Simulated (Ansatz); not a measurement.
# TiSiW, from a guessed structure to a relaxed one

Starting from a made-up structure for TiSiW, the aim is the relaxed cell, its shortest contacts and, where a second run follows, its electronic structure.

Main program and level: Ansatz 0.2.0; DFT, PBEsol, plane-wave PAW, files of the set soft_1, scalar-relativistic, no spin, cell and ions relaxed at zero pressure; PAW set soft_1, in the first sound run; inputs show where later runs differ.

### 1. Set-up

It takes space group Cmcm (No. 63, orthorhombic). The conventional cell has a = 3.716 Å, b = 14.834 Å, c = 3.705 Å, α = 90.00°, β = 90.00°, γ = 90.00°. W has 6 Si at 2.73 to 3.00 Å and 4 Ti at 2.82 to 2.87 Å nearest. Nearest to Ti lie 4 Ti at 2.62 Å and 4 W at 2.82 to 2.87 Å and 4 Si at 3.42 to 3.48 Å. Si has 2 Si at 2.45 Å and 6 W at 2.73 to 3.00 Å and 4 Ti at 3.42 to 3.48 Å nearest. Farther neighbours are not listed.

### 2. Relaxing cell and atoms

The guessed cell has no reason to be at equilibrium. It is relaxed with the atoms, within the space group of the guess.

Input file input.yaml:

```yaml
crystal:
  lattice:
    - [1.858, -7.417, 0.0]
    - [1.858, 7.417, 0.0]
    - [0.0, 0.0, 3.705]
  atoms:
    - { symbol: W, position: [0.1044, 0.8956, 0.75] }
    - { symbol: W, position: [0.8956, 0.1044, 0.25] }
    - { symbol: Ti, position: [0.7478, 0.2522, 0.75] }
    - { symbol: Ti, position: [0.2522, 0.7478, 0.25] }
    - { symbol: Si, position: [0.4459, 0.5541, 0.75] }
    - { symbol: Si, position: [0.5541, 0.4459, 0.25] }
kpoints:
  mp_grid: { grid: [7, 7, 7] }
scf:
  occupations: { method: fermi_dirac, width: 0.05 }
hamiltonian:
  xc: pbesol
  pseudopotentials: { kind: paw, azcp: { folder: soft_1 }, xc_functional: pbe }
relax:
  f_tol: 0.015
  max_steps: 70
  cell: {}
output:
  forces: true
  stress: true
```

Launch:

```sh
$ ansatz run input.yaml --threads 4 --pin off --max-ram 10240MiB --backend cpu --events-out ev --progress --plain --runs-dir out
```

Numbers of over 12 decimals in the logs are rounded to 6 here.

Log:

```text
basis.fft_grid_basis auto: the FFT boxes are laid along the combinations [[1, 1, 0], [0, 1, 0], [0, 0, 1]] of the cell's own vectors, 3.716, 7.646 and 3.705 Å long. The dense box has 25×54×25 points. Along the cell's own vectors, as sized, it would have 54×54×25, 2.16 times as many. Of the 8 symmetry operations that the crystal satisfies within crystal.symmetry.tolerance (time reversal apart; of a slab, those that ke [...]
Engine: ansatz 0.2.0, x86_64-unknown-linux-gnu
Pseudopotentials: kind: paw
Pseudopotential: W, paw, valence charge 14, recommended cutoff 420 eV (normal), soft_1/W.paw.azcp
Pseudopotential: Ti, paw, valence charge 12, recommended cutoff 420 eV (normal), soft_1/Ti.paw.azcp
Pseudopotential: Si, paw, valence charge 4, recommended cutoff 420 eV (normal), soft_1/Si.paw.azcp
Functional definition: PBEsol
  exchange = pbesol_x
  correlation = pbesol_c
Crystal: 6 atoms, lattice volume = 102.116 Å³
Basis set: ecut = 420 eV, 2007 PW (Γ), FFT grids on a1+a2, a2, a3, exchange–correlation on 50×108×50 points (8 copies of the dense FFT grid, shifted against one another)
Bands: 36, of which v1, the nominal top of the filled ones, is band 30 counted from 1 (29 counted from 0)
Symmetry: 8 space group operations
Space group: Cmcm (ITA 63), of the structure as read, at distance tolerance 4.7e-5 Å
k-points: 64 of 343
Non-local potential: W, projectors of the file, l = 0: 3, l = 1: 2, l = 2: 2, l = 3: 1
Non-local potential: Ti, projectors of the file, l = 0: 3, l = 1: 2, l = 2: 3, l = 3: 1
Non-local potential: Si, projectors of the file, l = 0: 2, l = 1: 2, l = 2: 1
PAW form: soft (Blöchl's): semilocal exchange-correlation on the pseudo side does not see the compensation charge
PAW frozen core: W, regenerated for the run's functional, and the local potential with it (the file was generated under x = pbe(κ = 0.804, μ = 0.219515), c = pbe(β = 0.066725))
PAW frozen core: Ti, regenerated for the run's functional, and the local potential with it (the file was generated under x = pbe(κ = 0.804, μ = 0.219515), c = pbe(β = 0.066725))
PAW frozen core: Si, regenerated for the run's functional, and the local potential with it (the file was generated under x = pbe(κ = 0.804, μ = 0.219515), c = pbe(β = 0.066725))
PAW one-centre angular grid: W, 590 points (default); XC on 64 Gauss nodes
PAW one-centre angular grid: Ti, 590 points (default); XC on 64 Gauss nodes
PAW one-centre angular grid: Si, 110 points (default); XC on 64 Gauss nodes
Initial density: superposition of atomic densities (chi_scale 0.1, normalization cell, long waves kept (reshape's long-wave potential 0.18 eV rms))
Initial wavefunctions: pseudopotential atomic-orbital guess
Functional: x = pbesol(κ = 0.804, μ = 0.123457), c = pbesol(β = 0.046)
SCF iter   1: F=—  HF=-26728.573647 eV  |F-HF|=—  |Δ(HF+E_count)|=         —  Δρ=3.17e-1  dr2=4.60e2  ethr=3.10e-3  ⟨swp⟩=6.1  Hψ=9582  notcnv=0
preconditioner: auto → Kerker (q_TF=auto, 2.497 Å⁻¹)  [metal: Δε(μ)=0.014 eV  Ē_g=3.835 eV  σ=0.050 eV  W_gap=0.07  n_scr=30 (ndim 8)  ℏωp=19.4 eV  f_vac=0.000  D(μ)=6.62/eV (n_scr^D=66)]
SCF iter   2: F=—  HF=-26711.623302 eV  |F-HF|=—  |Δ(HF+E_count)|=    1.70e1  Δρ=1.41e-1  dr2=1.24e2  ethr=3.10e-3  ⟨swp⟩=3.2  Hψ=5189  notcnv=0
SCF iter   3: F=—  HF=-26704.932959 eV  |F-HF|=—  |Δ(HF+E_count)|=    6.69e0  Δρ=4.50e-2  dr2=8.60e0  ethr=3.10e-3  ⟨swp⟩=4.5  Hψ=6130  notcnv=0  defer=1
SCF iter   4: F=—  HF=-26703.713665 eV  |F-HF|=—  |Δ(HF+E_count)|=    1.22e0  Δρ=1.13e-2  dr2=2.06e-1  ethr=3.10e-3  ⟨swp⟩=5.3  Hψ=6050  notcnv=0
SCF iter   5: F=—  HF=-26703.671482 eV  |F-HF|=—  |Δ(HF+E_count)|=   4.22e-2  Δρ=5.42e-3  dr2=3.32e-2  ethr=3.43e-4  ⟨swp⟩=3.7  Hψ=4224  notcnv=0  defer=1
SCF iter   6: F=—  HF=-26703.664497 eV  |F-HF|=—  |Δ(HF+E_count)|=   6.99e-3  Δρ=7.40e-4  dr2=1.07e-3  ethr=5.54e-5  ⟨swp⟩=2.4  Hψ=3609  notcnv=0
SCF iter   7: F=—  HF=-26703.664290 eV  |F-HF|=—  |Δ(HF+E_count)|=   2.06e-4  Δρ=1.56e-4  dr2=4.39e-5  ethr=1.79e-6  ⟨swp⟩=2.0  Hψ=3095  notcnv=0
SCF iter   8: F=—  HF=-26703.664281 eV  |F-HF|=—  |Δ(HF+E_count)|=   9.08e-6  Δρ=3.99e-5  dr2=1.78e-6  ethr=7.31e-8  ⟨swp⟩=2.0  Hψ=3217  notcnv=0
SCF iter   9: F=-26703.664281 eV  HF=-26703.664281 eV  |F-HF|=6.23e-8  |Δ(HF+E_count)|=   4.45e-7  Δρ=7.99e-6  dr2=9.23e-8  ethr=1.67e-10  ⟨swp⟩=3.1  Hψ=9464  notcnv=0
SCF 1 converged in 9 iterations: F = -26703.664281 eV  dr2 = 9.23e-8
  greatest PAW one-centre occupation: 0.999 electrons in one spin orbital (limit 2), on the W atom at site 1 (counted from 0), in its partial waves of l = 0
relax step   1: F+E_penalty+E_count = -26703.66428075 eV  Δ(F+E_penalty+E_count) = +0.000e0 eV  max|allowed force component| = 1.615e0 eV/Å  Δτ_max = 0.0000 Å  P = -16.603 GPa  Ω = 102.116 Å³  (9 SCF iters, dr2 threshold 1.00e-7 eV, accepted)
Crystal: 6 atoms, lattice volume = 92.721 Å³
Basis set: ecut = 420 eV, 1773 PW (Γ), FFT grids on a1+a2, a2, a3, exchange–correlation on 50×108×50 points (8 copies of the dense FFT grid, shifted against one another)
Initial density: handed on by an earlier stage of this run
Initial wavefunctions: those handed on with the density
SCF iter   1: F=—  HF=-26705.261043 eV  |F-HF|=—  |Δ(HF+E_count)|=         —  Δρ=2.90e-2  dr2=3.83e0  ethr=3.10e-3  ⟨swp⟩=9.4  Hψ=9947  notcnv=0
preconditioner: auto → Kerker (q_TF=auto, 2.537 Å⁻¹)  [metal: Δε(μ)=0.003 eV  Ē_g=4.630 eV  σ=0.050 eV  W_gap=0.02  n_scr=30 (ndim 8)  ℏωp=20.4 eV  f_vac=0.000  D(μ)=5.37/eV (n_scr^D=48)]
SCF iter   2: F=—  HF=-26705.064516 eV  |F-HF|=—  |Δ(HF+E_count)|=   1.97e-1  Δρ=1.32e-2  dr2=1.00e0  ethr=3.10e-3  ⟨swp⟩=2.1  Hψ=3026  notcnv=0
SCF iter   3: F=—  HF=-26704.989792 eV  |F-HF|=—  |Δ(HF+E_count)|=   7.47e-2  Δρ=2.22e-3  dr2=1.05e-2  ethr=1.67e-3  ⟨swp⟩=2.0  Hψ=2778  notcnv=1
SCF iter   4: F=—  HF=-26704.989037 eV  |F-HF|=—  |Δ(HF+E_count)|=   7.55e-4  Δρ=4.89e-4  dr2=3.36e-4  ethr=1.75e-5  ⟨swp⟩=2.0  Hψ=3598  notcnv=0
SCF iter   5: F=—  HF=-26704.988948 eV  |F-HF|=—  |Δ(HF+E_count)|=   8.83e-5  Δρ=1.56e-4  dr2=3.45e-5  ethr=5.59e-7  ⟨swp⟩=2.3  Hψ=3485  notcnv=0
SCF iter   6: F=—  HF=-26704.988941 eV  |F-HF|=—  |Δ(HF+E_count)|=   7.10e-6  Δρ=3.12e-5  dr2=1.05e-6  ethr=5.75e-8  ⟨swp⟩=2.0  Hψ=2868  notcnv=0
SCF iter   7: F=-26704.988941 eV  HF=-26704.988941 eV  |F-HF|=7.89e-9  |Δ(HF+E_count)|=   2.25e-7  Δρ=5.19e-6  dr2=2.44e-8  ethr=1.00e-9  ⟨swp⟩=4.0  Hψ=7377  notcnv=0
SCF 2 converged in 7 iterations: F = -26704.988941 eV  dr2 = 2.44e-8
[...]
relax step   8: F+E_penalty+E_count = -26707.89828995 eV  Δ(F+E_penalty+E_count) = -1.853e-1 eV  max|allowed force component| = 2.131e-1 eV/Å  Δτ_max = 0.0828 Å  P = -2.181 GPa  Ω = 88.832 Å³  energy of the carried Pulay correction = +2.706e-3 eV  (6 SCF iters, dr2 threshold 6.00e-7 eV, accepted)
relax step   9: F+E_penalty+E_count = -26707.92523379 eV  Δ(F+E_penalty+E_count) = -2.694e-2 eV  max|allowed force component| = 3.168e-1 eV/Å  Δτ_max = 0.0249 Å  P = -2.682 GPa  Ω = 88.706 Å³  energy of the carried Pulay correction = +2.733e-3 eV  (6 SCF iters, dr2 threshold 6.00e-7 eV, accepted)
relax step  10: F+E_penalty+E_count = -26707.89442514 eV  Δ(F+E_penalty+E_count) = +3.081e-2 eV  max|allowed force component| = 5.710e-1 eV/Å  Δτ_max = 0.0722 Å  P = +4.438 GPa  Ω = 86.340 Å³  energy of the carried Pulay correction = +3.256e-3 eV  (6 SCF iters, dr2 threshold 6.00e-7 eV, rejected (line search))
relax step  11: F+E_penalty+E_count = -26707.94383875 eV  Δ(F+E_penalty+E_count) = -1.860e-2 eV  max|allowed force component| = 5.482e-2 eV/Å  Δτ_max = 0.0270 Å  P = -0.150 GPa  Ω = 87.768 Å³  energy of the carried Pulay correction = +2.939e-3 eV  (8 SCF iters, accepted)
relax step  12: F+E_penalty+E_count = -26707.94433528 eV  Δ(F+E_penalty+E_count) = -4.965e-4 eV  max|allowed force component| = 2.073e-2 eV/Å  Δτ_max = 0.0081 Å  P = +0.180 GPa  Ω = 87.655 Å³  energy of the carried Pulay correction = +2.964e-3 eV  (6 SCF iters, dr2 threshold 4.29e-7 eV, accepted)
relax step  13: F+E_penalty+E_count = -26707.94440657 eV  Δ(F+E_penalty+E_count) = -7.129e-5 eV  max|allowed force component| = 7.374e-3 eV/Å  Δτ_max = 0.0029 Å  P = -0.077 GPa  Ω = 87.770 Å³  energy of the carried Pulay correction = +2.939e-3 eV  (6 SCF iters, dr2 threshold 1.17e-7 eV, accepted)
relax step  14: F+E_penalty+E_count = -26707.94443573 eV  Δ(F+E_penalty+E_count) = -2.915e-5 eV  max|allowed force component| = 1.030e-3 eV/Å  Δτ_max = 0.0008 Å  P = -0.000 GPa  Ω = 87.729 Å³  energy of the carried Pulay correction = +2.947e-3 eV  (6 SCF iters, dr2 threshold 3.10e-8 eV, accepted)
relax step  15: F+E_penalty+E_count = -26707.94512312 eV  Δ(F+E_penalty+E_count) = -6.874e-4 eV  max|allowed force component| = 1.279e-3 eV/Å  Δτ_max = 0.0000 Å  P = +0.077 GPa  Ω = 87.729 Å³  stress off target by 2.24e-1 GPa  SCF on the basis re-selected at this cell (its energy is not comparable with the rows above)  (6 SCF iters)
relax step  16: F+E_penalty+E_count = -26707.94516638 eV  Δ(F+E_penalty+E_count) = -4.326e-5 eV  max|allowed force component| = 1.846e-3 eV/Å  Δτ_max = 0.0007 Å  P = +0.003 GPa  Ω = 87.765 Å³  energy of the carried Pulay correction = -8.894e-6 eV  (6 SCF iters, dr2 threshold 1.25e-7 eV, accepted)
iter 1 solved again at ethr=5.29e-7 eV; its pass at ethr=3.10e-3 eV (dr2=3.18e-4 eV) is discarded
SCF iter   1: F=—  HF=-26707.945146 eV  |F-HF|=—  |Δ(HF+E_count)|=         —  Δρ=1.33e-5  dr2=3.72e-9  ethr=5.29e-7  ⟨swp⟩=2.9  Hψ=14689  notcnv=0
eigensolver tolerance schedule: the retry pair's looser diagonalisation over-reported the residual by 85290.77 of it (diagonalisation noise at an unbounded share of the residual, at the tolerance the schedule requests for it); recorded, not acted on — ethr = c·dr2/N_el stays at c = 1.0e-1
SCF iter   2: F=—  HF=-26707.945179 eV  |F-HF|=—  |Δ(HF+E_count)|=   3.33e-5  Δρ=6.76e-6  dr2=1.01e-9  ethr=6.20e-12  ⟨swp⟩=3.1  Hψ=5446  notcnv=0
iter 3 did not close the SCF: its close was put off for the readings that it lacked (scf_convergence_deferred on its scf_iter line)
SCF iter   3: F=-26707.945179 eV  HF=-26707.945179 eV  |F-HF|=1.46e-11  |Δ(HF+E_count)|=   1.23e-9  Δρ=7.64e-7  dr2=1.90e-11  ethr=1.69e-12  ⟨swp⟩=1.0  Hψ=2304  notcnv=0
iter 4 did not close the SCF: its close was put off for the readings that it lacked (scf_convergence_deferred on its scf_iter line)
SCF iter   4: F=-26707.945179 eV  HF=-26707.945179 eV  |F-HF|=7.28e-12  |Δ(HF+E_count)|=  1.46e-11  Δρ=7.91e-8  dr2=1.89e-12  ethr=1.00e-12  ⟨swp⟩=1.0  Hψ=2304  notcnv=0
iter 5 did not close the SCF: its close was put off for the readings that it lacked (scf_convergence_deferred on its scf_iter line)
SCF iter   5: F=-26707.945179 eV  HF=-26707.945179 eV  |F-HF|=0.00e0  |Δ(HF+E_count)|=  3.64e-12  Δρ=1.50e-8  dr2=1.28e-13  ethr=1.00e-12  ⟨swp⟩=1.0  Hψ=2304  notcnv=0
iter 6 did not close the SCF: its close was put off for the readings that it lacked (scf_convergence_deferred on its scf_iter line)
SCF iter   6: F=-26707.945179 eV  HF=-26707.945179 eV  |F-HF|=7.28e-12  |Δ(HF+E_count)|=  3.64e-12  Δρ=2.54e-9  dr2=5.07e-15  ethr=1.00e-12  ⟨swp⟩=1.0  Hψ=2304  notcnv=0
SCF iter   7: F=-26707.945179 eV  HF=-26707.945179 eV  |F-HF|=7.28e-12  |Δ(HF+E_count)|=  1.09e-11  Δρ=6.14e-10  dr2=2.92e-16  ethr=1.00e-12  ⟨swp⟩=1.0  Hψ=4864  notcnv=0
SCF 17 converged in 7 iterations: F = -26707.945179 eV  dr2 = 2.92e-16
relax step  17: F+E_penalty+E_count = -26707.94517888 eV  Δ(F+E_penalty+E_count) = -1.250e-5 eV  max|allowed force component| = 1.851e-3 eV/Å  Δτ_max = 0.0000 Å  P = +0.003 GPa  Ω = 87.765 Å³  stress off target by 1.65e-2 GPa  SCF on the basis re-selected at this cell (its energy is not comparable with the rows above)  (7 SCF iters)
basis re-selected at this cell: Δ(F+E_penalty+E_count) = -1.250e-5 eV, ΔP = -0.000 GPa vs the last step (what re-selecting the basis moved, of the pressure what is left beyond the Pulay correction that the steps carried, after the strain that the cell walked since its last selection, with what the two solves' SCF thresholds leave and, on support functions, any second-order correction that the steps lacked; it is no m [...]
SCF converged after 7 iterations
Free energy (F): -26707.945179 eV
Harris-Foulkes:  -26707.945179 eV  (|F-HF|=7.28e-12)
Internal energy: -26707.911151 eV  (E = F + TS)
E sigma→0 (E₀):  -26707.928165 eV
Entropy (-TS):   -0.034028 eV (-5.671 meV/atom)
Fermi energy:    16.707134 eV
--- Per-component energies (eV) ---
  E_band       = -462.164747
  E_kinetic    = 1500.299912
  E_local      = -3291.715553  (includes V_loc(G=0)·N_el)
  E_nonlocal   = 124.511184
  E_hartree    = 1370.448054
  E_xc         = -879.750512
  E_vxc        = -855.352803  (∫ρ·V_xc dr)
  E_paw        = -19933.705586  (= ΣΔE_a)
  E_vpaw       = -680.803813  (= ΣTr[D̂ρ^β])
  E_aug_tail   = 0.000218  (compensation charges beyond the density's cutoff)
  E_ewald      = -5598.784475
  E_core_change = 0.785606  (= ΣΔE_core)
  E_smearing   = -0.034028  (= −TS)
  E_closure    = -0.000000  (closes the sum)
  Σ components = -26707.945179   (vs F -26707.945179, Δ=0.00e0)
--- Forces (eV/Å), atoms counted from 1 ---
  atom   1  W      0.00000000    -0.00069850     0.00000000
  atom   2  W     -0.00000000     0.00069850    -0.00000000
  atom   3  Ti    -0.00000000    -0.00123852    -0.00000000
  atom   4  Ti     0.00000000     0.00123852     0.00000000
  atom   5  Si    -0.00000000     0.00185063     0.00000000
  atom   6  Si     0.00000000    -0.00185063    -0.00000000
  max |Σ_I F_I| component: 6.94e-18 eV/Å
--- Stress (GPa, compression-positive) ---
        0.016526       0.000000       0.000000
        0.000000      -0.010634       0.000000
        0.000000       0.000000       0.002863
  P = ⅓ Tr σ = 0.0029 GPa (0.029 kbar)
--- Relaxed structure (15 steps of the walk, 14 accepted, 2 SCFs on fresh bases) ---
  F+E_penalty+E_count = -26707.94517888 eV   max|allowed force component| = 1.851e-3 eV/Å   (the final SCF, on the basis selected at the relaxed cell)
  cell:  # Å, volume = 87.7648 Å³
    - [1.652798, -6.198540, 0.0]
    - [1.652798, 6.198540, 0.0]
    - [0.0, 0.0, 4.283327]
  atoms:
    - { symbol: W, position: [0.065217, 0.934783, 0.75] }
    - { symbol: W, position: [0.934783, 0.065217, 0.250000] }
    - { symbol: Ti, position: [0.737257, 0.262743, 0.75] }
    - { symbol: Ti, position: [0.262743, 0.737257, 0.250000] }
    - { symbol: Si, position: [0.402275, 0.597725, 0.75] }
    - { symbol: Si, position: [0.597725, 0.402275, 0.250000] }
```

Run time: 78 s. Hardware: 4 threads of Intel Xeon Platinum 8259CL at 2.50GHz (Skylake/Cascade Lake), shared host; peak memory 0.64 GiB; 4.8 min of CPU time.

Step by step:

```csv
step,energy less that of the first step (eV),largest force component (eV/Å),pressure (GPa),volume (Å³)
1,0.0000,1.6147,-16.60,102.12
2,-1.3247,1.8170,-7.13,92.72
3,-2.2459,1.2936,2.55,86.55
4,-2.9761,1.3413,7.49,84.94
5,-3.5566,0.2753,2.06,87.29
6,-3.7932,0.4387,0.46,88.06
7,-4.0487,0.5117,-1.08,88.49
8,-4.2340,0.2131,-2.18,88.83
9,-4.2610,0.3168,-2.68,88.71
10,-4.2301,0.5710,4.44,86.34
11,-4.2796,0.0548,-0.15,87.77
12,-4.2801,0.0207,0.18,87.65
13,-4.2801,0.0074,-0.08,87.77
14,-4.2802,0.0010,0.00,87.73
15*,-4.2808,0.0013,0.08,87.73
16,-4.2809,0.0018,0.00,87.76
17*,-4.2809,0.0019,0.00,87.76
```

Relaxation steps marked * repeat the geometry before them on a plane-wave basis chosen anew for their cell, so energy and pressure can jump there. Relaxation step 10 was tried and not accepted.

Forces are held to the 8 operations that the run works with; a distortion that breaks them can't arise in this run.

```csv
cell as run,before,after,change
a (Å),7.646,6.415,-16.1 %
b (Å),7.646,6.415,-16.1 %
c (Å),3.705,4.283,+15.6 %
γ (°),151.87,150.14,-1.1 %
volume (Å³/atom),17.02,14.63,-14.1 %
```

The atoms that moved most (Å, as changes of fractional coordinates times the final cell):

```csv
atom,dx,dy,dz,length
Si5,0.000,0.541,0.000,0.541
Si6,0.000,-0.541,0.000,0.541
W2,0.000,-0.486,0.000,0.486
W1,0.000,0.486,0.000,0.486
Ti4,0.000,-0.131,0.000,0.131
Ti3,0.000,0.131,0.000,0.131
```

The relaxed structure:

```cif
data_structure
_symmetry_space_group_name_H-M 'P 1'
_symmetry_Int_Tables_number 1
_cell_length_a 6.4151
_cell_length_b 6.4151
_cell_length_c 4.2833
_cell_angle_alpha 90.000
_cell_angle_beta 90.000
_cell_angle_gamma 150.140
_cell_volume 87.76
loop_
_atom_site_label
_atom_site_type_symbol
_atom_site_fract_x
_atom_site_fract_y
_atom_site_fract_z
_atom_site_occupancy
W1 W 0.06522 0.93478 0.75000 1
W2 W 0.93478 0.06522 0.25000 1
Ti3 Ti 0.73726 0.26274 0.75000 1
Ti4 Ti 0.26274 0.73726 0.25000 1
Si5 Si 0.40227 0.59773 0.75000 1
Si6 Si 0.59773 0.40227 0.25000 1
```

This step gave:

* free energy: -26707.9452 eV
* energy at zero smearing: -26707.9282 eV
* smearing term TS: 0.03403 eV
* Fermi energy: 16.71 eV
* electrons: 60
* symmetry operations: 8
* pressure: 0.002918 GPa

Shortest distances by pair of elements, guess and relaxed (not always the same contact):

```csv
pair,guess (Å),relaxed (Å)
Si–W,2.728,2.610
Si–Ti,3.419,2.630
W–W,3.609,2.684
Ti–W,2.824,2.698
Ti–Ti,2.625,2.724
```

The relaxation ends with a largest force component of 0.0019 eV/Å and a pressure of 0.00 GPa.

[end of part 1 of 2]

[Logs are printed without paths, hosts, clocks, repeated set-up lines and the standing remarks that a program may print on its own settings, such as how far it seeks lower states.]

[Hosts, paths, dates, database ids (printed as entryN), source tags and the programs' standing remarks are cut or masked in the printed files.]
